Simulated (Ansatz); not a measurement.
**Electron–phonon scattering in SrInNi in the AlB2 type**

How good a conductor is SrInNi in the AlB2 type when only phonons scatter, and how much computing does the answer need?

Program: Ansatz 0.2.0. Level of theory: DFT PBE, scalar-relativistic, plane waves, PAW; PAW set soft_1. Results are calculated unless marked as measured.

This is a report of a sequence of runs, with most program output left out.

The structure was built from a prototype and need not be the compound's stable phase.

In doubt: the program doubts the meshes or the phonons of the coupling sums (steps 7, 8), which bears on λ, Tc and transport values.

**1. Starting point**

Symmetry: P-6m2, No. 187, hexagonal system. Conventional cell: a = 4.680 Å, b = 4.680 Å, c = 4.914 Å, α = 90.00°, β = 90.00°, γ = 120.00°. Nearest to Sr lie 6 Ni at 3.65 Å and 6 In at 3.65 Å. Nearest to In lie 3 Ni at 2.70 Å and 6 Sr at 3.65 Å. Nearest to Ni lie 3 In at 2.70 Å and 6 Sr at 3.65 Å. Farther neighbours are not listed.

**2. Relaxation**

Lattice constant and positions set the bands and the force constants, so the cell is relaxed first.

Contents of input.yaml:

```yaml
crystal:
  lattice:
    - [4.67972, 0.0, 0.0]
    - [-2.33986, 4.05276, 0.0]
    - [0.0, 0.0, 4.91371]
  atoms:
    - { symbol: Sr, position: [0.0, 0.0, 0.0] }
    - { symbol: In, position: [0.33333333, 0.66666667, 0.5] }
    - { symbol: Ni, position: [0.66666667, 0.33333333, 0.5] }
kpoints:
  mp_grid: { grid: [9, 9, 6] }
hamiltonian:
  xc: pbe
  pseudopotentials: { kind: paw, azcp: { folder: soft_1 } }
scf:
  occupations: { method: gaussian, width: 0.1 }
output:
  forces: true
  stress: true
  eigenvalues: true
relax:
  adjacent_minimum: "off"
  f_tol: 0.005
  max_steps: 80
  cell: { stress_tol: 0.05 }
```

The run is started by

```bash
$ ansatz run input.yaml --threads 4 --pin off --max-ram 12288MiB --backend cpu --events-out ev --progress --plain --runs-dir out
```

Run time: 57 s. Hardware: 4 threads of AMD EPYC 7571, shared host; peak memory 0.56 GiB; 3.6 min of CPU time.

This run has no spin polarisation, although Ni can carry a moment.

Relaxation path:

| step | energy less that of the first step (eV) | largest force component (eV/Å) | pressure (GPa) | volume (Å³) |
| --- | --- | --- | --- | --- |
| 1 | 0.0000 | 0.0000 | -5.06 | 93.19 |
| 2 | -0.2283 | 0.0000 | -0.97 | 82.21 |
| 3 | -0.2404 | 0.0000 | 0.25 | 79.53 |
| 4 | -0.2428 | 0.0000 | 0.09 | 79.40 |
| 5 | -0.2430 | 0.0000 | 0.00 | 79.45 |
| 6* | -0.2410 | 0.0000 | 0.00 | 79.45 |

Relaxation steps marked * repeat the geometry before them on a plane-wave basis chosen anew for their cell, so energy and pressure can jump there.

The run keeps the 12 symmetry operations that it works with, so distortions that break them were not tested.

| conventional cell, symmetrised | before | after | change |
| --- | --- | --- | --- |
| a (Å) | 4.680 | 4.479 | -4.3 % |
| b (Å) | 4.680 | 4.479 | -4.3 % |
| c (Å) | 4.914 | 4.573 | -6.9 % |
| volume (Å³/atom) | 31.06 | 26.48 | -14.8 % |

Final coordinates:

```cif
data_structure
_symmetry_space_group_name_H-M 'P 1'
_symmetry_Int_Tables_number 1
_cell_length_a 4.4789
_cell_length_b 4.4789
_cell_length_c 4.5729
_cell_angle_alpha 90.000
_cell_angle_beta 90.000
_cell_angle_gamma 120.000
_cell_volume 79.45
loop_
_atom_site_label
_atom_site_type_symbol
_atom_site_fract_x
_atom_site_fract_y
_atom_site_fract_z
_atom_site_occupancy
Sr1 Sr 0.00000 0.00000 0.00000 1
In2 In 0.33333 0.66667 0.50000 1
Ni3 Ni 0.66667 0.33333 0.50000 1
```

Numbers from this step:

```yaml
pressure: 0.002688 GPa
volume_per_atom: 26.48 Å³/atom
metallic_on_mesh: yes
gap_on_the_k_mesh: 0 eV
```

The largest force is now zero by symmetry and the largest stress component 0.013 GPa.

**3. Relaxing cell and atoms**

The cell moved far, so the relaxation is started again from the new cell to confirm it.

input.yaml, the sections that differ from step 2:

```yaml
crystal:
  lattice:
    - [4.4789237598, 0.0, 0.0]
    - [-2.2394618799, 3.8788617576, 0.0]
    - [0.0, 0.0, 4.5729118001]
  atoms:
    - { symbol: Sr, position: [0.0, 0.0, 0.0] }
    - { symbol: In, position: [0.3333333333, 0.6666666667, 0.5] }
    - { symbol: Ni, position: [0.6666666667, 0.3333333333, 0.5] }
# kpoints, hamiltonian, scf, output, relax: as in step 2
```

It took 17 s on 4 threads; peak memory 0.52 GiB; 63 s of CPU time.

Little changed from the start: no atom moved by 0.005 Å and no cell edge by 0.1 %.

Numbers from this step:

| Property | Result |
| --- | --- |
| pressure | 0.002689 GPa |

The largest force is now zero by symmetry and the largest stress component 0.013 GPa.

**4. Relaxing tightly for phonons**

No force is left; the cell is relaxed once more with another smearing and tight thresholds.

Changes to input.yaml since step 3:

```diff
@@ -15,3 +15,3 @@
 scf:
-  occupations: { method: gaussian, width: 0.1 }
+  occupations: { method: methfessel_paxton, width: 0.2 }
 output:
@@ -22,4 +22,4 @@
   adjacent_minimum: "off"
-  f_tol: 0.005
-  max_steps: 80
-  cell: { stress_tol: 0.05 }
+  f_tol: 0.001
+  max_steps: 60
+  cell: { stress_tol: 0.01 }
```

Elapsed: 28 s, on 4 threads; peak memory 0.52 GiB; 1.7 min of CPU time.

Step by step:

| step | energy less that of the first step (eV) | largest force component (eV/Å) | pressure (GPa) | volume (Å³) |
| --- | --- | --- | --- | --- |
| 1 | 0.0000 | 0.0000 | 0.00 | 79.45 |
| 2 | 0.0000 | 0.0000 | 0.00 | 79.43 |
| 3 | 0.0000 | 0.0000 | 0.01 | 79.39 |
| 4 | 0.0000 | 0.0000 | 0.01 | 79.39 |

The log counts 1 steps on a newly chosen plane-wave basis, not all of them marked here; energy and pressure can jump at such steps.

| conventional cell, symmetrised | before | after | change |
| --- | --- | --- | --- |
| a (Å) | 4.479 | 4.481 | +0.0 % |
| b (Å) | 4.479 | 4.481 | +0.0 % |
| c (Å) | 4.573 | 4.567 | -0.1 % |
| volume (Å³/atom) | 26.48 | 26.46 | -0.1 % |

Final coordinates:

```xyz
3
Lattice="4.4806 0.0000 0.0000 -2.2403 3.8803 0.0000 0.0000 0.0000 4.5666" Properties=species:S:1:pos:R:3 pbc="T T T"
Sr    0.0000    0.0000    0.0000
In    0.0000    2.5869    2.2833
Ni    2.2403    1.2934    2.2833
```

This step gave:

```yaml
pressure: 0.005834 GPa
volume_per_atom: 26.46 Å³/atom
```

The largest force is now zero by symmetry and the largest stress component 0.0068 GPa, small enough for phonons.

**5. Phonons by linear response: q 2×2×2, k 4×4×4**

Couplings are defined for a stable lattice alone, so phonons come first.

Contents of input.yaml:

```yaml
crystal:
  lattice:
    - [4.4805628046, 0.0, 0.0]
    - [-2.2402814023, 3.880281212, 0.0]
    - [0.0, 0.0, 4.5665794609]
  atoms:
    - { symbol: Sr, position: [0.0, 0.0, 0.0] }
    - { symbol: In, position: [0.3333333333, 0.6666666667, 0.5] }
    - { symbol: Ni, position: [0.6666666667, 0.3333333333, 0.5] }
kpoints:
  mp_grid: { grid: [4, 4, 4] }
hamiltonian:
  xc: pbe
  pseudopotentials: { kind: paw, azcp: { folder: soft_1 } }
scf:
  occupations: { method: methfessel_paxton, width: 0.2 }
output:
  eigenvalues: true
phonons:
  method: dfpt
  qmesh: [2, 2, 2]
  temperatures: { t_max: 1000, t_step: 50 }
  qpath:
    path:
      - [[0.0, 0.0, 0.0], [0.5, 0.0, 0.0], [0.33333333, 0.33333333, 0.0], [0.0, 0.0, 0.0], [0.0, 0.0, 0.5], [0.5, 0.0, 0.5], [0.33333333, 0.33333333, 0.5], [0.0, 0.0, 0.5]]
      - [[0.5, 0.0, 0.5], [0.5, 0.0, 0.0]]
      - [[0.33333333, 0.33333333, 0.5], [0.33333333, 0.33333333, 0.0]]
    npoints: 10
```

Wall time 1.7 min (4 threads); peak memory 0.59 GiB; 6 min of CPU time.

Numbers from this step:

```yaml
zero_point_energy: 0.05700 eV/cell
share_of_imaginary_modes_in_the_plain_interpolation_between_solved_wavevectors: 0
highest_frequency_solved_or_plainly_interpolated: 189.4 cm⁻¹
debye_temperature_second_moment: 209 K
```

Solved on the 2×2×2 mesh alone; all other wavevectors are interpolated. The phonon branches at the labelled points (cm⁻¹):

| point | branch 1 | branch 2 | branch 3 | branch 4 | branch 5 | branch 6 | branch 7 | branch 8 | branch 9 |
| --- | --- | --- | --- | --- | --- | --- | --- | --- | --- |
| Γ | 0 | 0 | 0 | 80 | 100 | 100 | 124 | 184 | 184 |
| halfway | 27 | 44 | 67 | 70 | 100 | 107 | 116 | 176 | 184 |
| M | 37 | 52 | 73 | 96 | 100 | 104 | 116 | 166 | 184 |
| halfway | 50 | 51 | 76 | 87 | 98 | 102 | 125 | 162 | 186 |
| K | 50 | 64 | 77 | 80 | 96 | 98 | 133 | 157 | 187 |
| halfway | 37 | 49 | 68 | 69 | 102 | 110 | 114 | 173 | 185 |
| Γ | 0 | 0 | 0 | 80 | 100 | 100 | 124 | 184 | 184 |
| halfway | 36 | 36 | 48 | 84 | 94 | 94 | 116 | 182 | 182 |
| A | 58 | 58 | 75 | 81 | 81 | 90 | 100 | 180 | 180 |
| halfway | 50 | 63 | 71 | 74 | 87 | 109 | 112 | 175 | 183 |
| L | 34 | 62 | 67 | 76 | 92 | 120 | 131 | 166 | 185 |
| halfway | 33 | 46 | 60 | 94 | 98 | 121 | 128 | 162 | 188 |
| H | 32 | 36 | 56 | 96 | 116 | 121 | 121 | 158 | 189 |
| halfway | 46 | 54 | 71 | 83 | 89 | 112 | 114 | 173 | 184 |
| A | 58 | 58 | 75 | 81 | 81 | 90 | 100 | 180 | 180 |
| jump to L | 34 | 62 | 67 | 76 | 92 | 120 | 131 | 166 | 185 |
| halfway | 50 | 52 | 59 | 87 | 97 | 111 | 126 | 166 | 185 |
| M | 37 | 52 | 73 | 96 | 100 | 104 | 116 | 166 | 184 |
| jump to H | 32 | 36 | 56 | 96 | 116 | 121 | 121 | 158 | 189 |
| halfway | 49 | 53 | 54 | 86 | 109 | 113 | 128 | 158 | 188 |
| K | 50 | 64 | 77 | 80 | 96 | 98 | 133 | 157 | 187 |

Lowest modes at the softest wavevector of the mesh. Modes at q = (0.500, 0.000, 0.500), with each element's share of the kinetic energy:

| mode | frequency (cm⁻¹) | Sr % | In % | Ni % |
| --- | --- | --- | --- | --- |
| 1 | 34.4 | 32 | 55 | 13 |
| 2 | 62.5 | 7 | 6 | 87 |
| 3 | 66.6 | 0 | 65 | 35 |
| 4 | 75.6 | 57 | 40 | 3 |
| 5 | 92.2 | 100 | 0 | 0 |
| 6 | 120.4 | 61 | 39 | 0 |

Displacements in mode 1 (34.4 cm⁻¹), the largest set to 1, in the home cell:
```
Sr1 -0.76 -0.44  0.00
In2  0.00  0.00 -1.00
Ni3  0.00  0.00 -0.67
```

Displacements in mode 3 (66.6 cm⁻¹), the largest set to 1, in the home cell:
```
Sr1  0.00  0.00  0.00
In2  0.56 -0.97  0.00
Ni3  0.58 -1.00  0.00
```

Among the solved wavevectors the lowest mode, translations apart, is 34.4 cm⁻¹, so these are real on this k mesh.

**6. Resistivity: q 2×2×2, k 4×4×4, scattering 8×8×8**

A first run on coarse meshes.

Changes to input.yaml since step 5:

```diff
@@ -28 +28,6 @@
     npoints: 10
+  electrical_resistivity:
+    mesh: [8, 8, 8]
+    temperatures: [20.0, 50.0, 77.0, 100.0, 150.0, 200.0, 300.0, 400.0, 600.0, 800.0]
+  superconductivity: { mesh: [8, 8, 8], eliashberg_equations: false }
+  electron_occupations: "off"
```

It took 2.4 min on 4 threads; peak memory 0.92 GiB; 8.7 min of CPU time.

Numbers from this step:

```yaml
resistivity_at_300_k: 26.03 μΩ cm, mean of the axes
coupling_constant_lambda: 0.4727
density_of_states_at_the_fermi_level: 1.2 states/eV a spin and cell
log_mean_phonon_energy_omega_log: 7.872 meV
transport_coupling_constant_lambda_tr: 0.4659, 0.4659, 0.5652 (xx, yy, zz)
drude_plasma_energy: 5.618, 5.618, 4.018 eV (xx, yy, zz)
resistivity_times_mean_free_path: 10.12, 10.12, 16.16 × 10⁻¹⁶ Ω m² (xx, yy, zz)
second_moment_phonon_energy_omega: 10.12 meV
```

Some points of the scattering mesh along the symmetry lines, up to three branches each (those of largest λ), at most 39 rows; the frequencies are those of the scattering step, which can differ from the solved and plainly interpolated ones; single rows converge slowly. Mode couplings:

| q1 | q2 | q3 | branch | ħω (meV) | λ_q | half width (meV) |
| --- | --- | --- | --- | --- | --- | --- |
| 0.375 | 0.25 | 0 | 1 | 6.26 | 0.301 | 0.0445 |
| 0.375 | 0.25 | 0 | 2 | 7.33 | 0.107 | 0.0218 |
| 0.375 | 0.25 | 0 | 3 | 9.74 | 0.0668 | 0.0239 |
| 0 | 0 | 0.25 | 1 | 4.43 | 0.0457 | 0.00338 |
| 0 | 0 | 0.25 | 3 | 5.92 | 0.0591 | 0.0078 |
| 0 | 0 | 0.25 | 4 | 10.4 | 0.132 | 0.054 |
| 0.375 | 0 | 0.5 | 1 | 4.83 | 0.191 | 0.0167 |
| 0.375 | 0 | 0.5 | 3 | 8.21 | 0.136 | 0.0345 |
| 0.375 | 0 | 0.5 | 6 | 14.56 | 0.0389 | 0.0311 |
| 0 | 0 | 0.5 | 6 | 11.16 | 0.0776 | 0.0365 |
| 0 | 0 | 0.5 | 7 | 12.45 | 0.0876 | 0.0512 |
| 0 | 0 | 0.5 | 8 | 22.37 | 0.0207 | 0.0391 |
| 0.5 | 0 | 0 | 1 | 4.63 | 0.0536 | 0.00433 |
| 0.5 | 0 | 0 | 2 | 6.51 | 0.258 | 0.0411 |
| 0.5 | 0 | 0 | 3 | 9.04 | 0.0734 | 0.0226 |

By its own test the run is not converged in the mesh. λ = 0.473 and 26.0 μΩ cm at 300 K. The run's own test puts 217 % between its two finest meshes on the component of the resistivity at 300 K that moves most, so it is not converged. By the run's own test λ moves by 19 % between its two finest scattering meshes.

**7. Resistivity: q 3×3×2, k 6×6×6, scattering 8×8×8**

The next rung changes the q mesh, which sets the reach of the force constants and couplings; the k mesh of the density and its response; the phonon self-energy between the q points, now taken in.

Changes to input.yaml since step 6:

```diff
@@ -10,3 +10,3 @@
 kpoints:
-  mp_grid: { grid: [4, 4, 4] }
+  mp_grid: { grid: [6, 6, 6] }
 hamiltonian:
@@ -20,3 +20,3 @@
   method: dfpt
-  qmesh: [2, 2, 2]
+  qmesh: [3, 3, 2]
   temperatures: { t_max: 1000, t_step: 50 }
@@ -31,3 +31,2 @@
     temperatures: [20.0, 50.0, 77.0, 100.0, 150.0, 200.0, 300.0, 400.0, 600.0, 800.0]
-  superconductivity: { mesh: [8, 8, 8], eliashberg_equations: false }
-  electron_occupations: "off"
+  superconductivity: { mesh: [8, 8, 8] }
```

Run time: 9.4 min. Hardware: 4 threads; peak memory 1.6 GiB.

This step gave:

- zero point energy: 0.05662 eV/cell
- share of imaginary modes in the plain interpolation between solved wavevectors: 7.00e-4
- highest frequency, solved or plainly interpolated: 191.9 cm⁻¹
- resistivity at 300 K: 28.45 μΩ cm, mean of the axes
- coupling constant λ: 0.5183
- density of states at the Fermi level: 1.223 states/eV a spin and cell
- log mean phonon energy ħω_log: 6.869 meV
- transport coupling constant λ_tr: 0.5148, 0.5148, 0.6024 (xx, yy, zz)
- Drude plasma energy: 5.549, 5.549, 4.06 eV (xx, yy, zz)
- resistivity times mean free path: 10.37, 10.37, 15.41 × 10⁻¹⁶ Ω m² (xx, yy, zz)
- second-moment phonon energy ħω₂: 9.736 meV

The program warns of modes at or below zero frequency in the interpolation and leaves them out of its thermodynamic sums. By its own test the run is not converged in the mesh. λ = 0.518 and 28.4 μΩ cm at 300 K, against 0.473 and 26.0 in the run with q 2×2×2, k 4×4×4, scattering 8×8×8 (+9.6 % and +9.3 %). The run's own test puts 200 % between its two finest meshes on the component of the resistivity at 300 K that moves most, more than that change; on the next coarser mesh the mean ρ changes by +0.7 % between the two runs, against +9.3 % on the finest. By the run's own test λ moves by 23 % between its two finest scattering meshes.

**8. Electron–phonon run: scattering mesh 12×12×12**

The next rung changes the scattering mesh, which samples the Fermi surface.

Changes to input.yaml since step 7:

```diff
@@ -29,4 +29,4 @@
   electrical_resistivity:
-    mesh: [8, 8, 8]
+    mesh: [12, 12, 12]
     temperatures: [20.0, 50.0, 77.0, 100.0, 150.0, 200.0, 300.0, 400.0, 600.0, 800.0]
-  superconductivity: { mesh: [8, 8, 8] }
+  superconductivity: { mesh: [12, 12, 12] }
```

The job ended after 20 min (4 threads; peak memory 4.7 GiB; 77 min of CPU time).

This step gave:

```yaml
resistivity_at_300_k: 30.18 μΩ cm, mean of the axes
coupling_constant_lambda: 0.5095
density_of_states_at_the_fermi_level: 1.189 states/eV a spin and cell
log_mean_phonon_energy_omega_log: 6.189 meV
transport_coupling_constant_lambda_tr: 0.508, 0.508, 0.5326 (xx, yy, zz)
drude_plasma_energy: 5.15, 5.15, 3.789 eV (xx, yy, zz)
resistivity_times_mean_free_path: 11.49, 11.49, 16.75 × 10⁻¹⁶ Ω m² (xx, yy, zz)
second_moment_phonon_energy_omega: 9.6 meV
```

(Part 1 of 2 ends here.)

[Logs are printed without paths, hosts, clocks, repeated set-up lines and the standing remarks that a program may print on its own settings, such as how far it seeks lower states.]

[Hosts, paths, dates, database ids (printed as entryN), source tags and the programs' standing remarks are cut or masked in the printed files.]
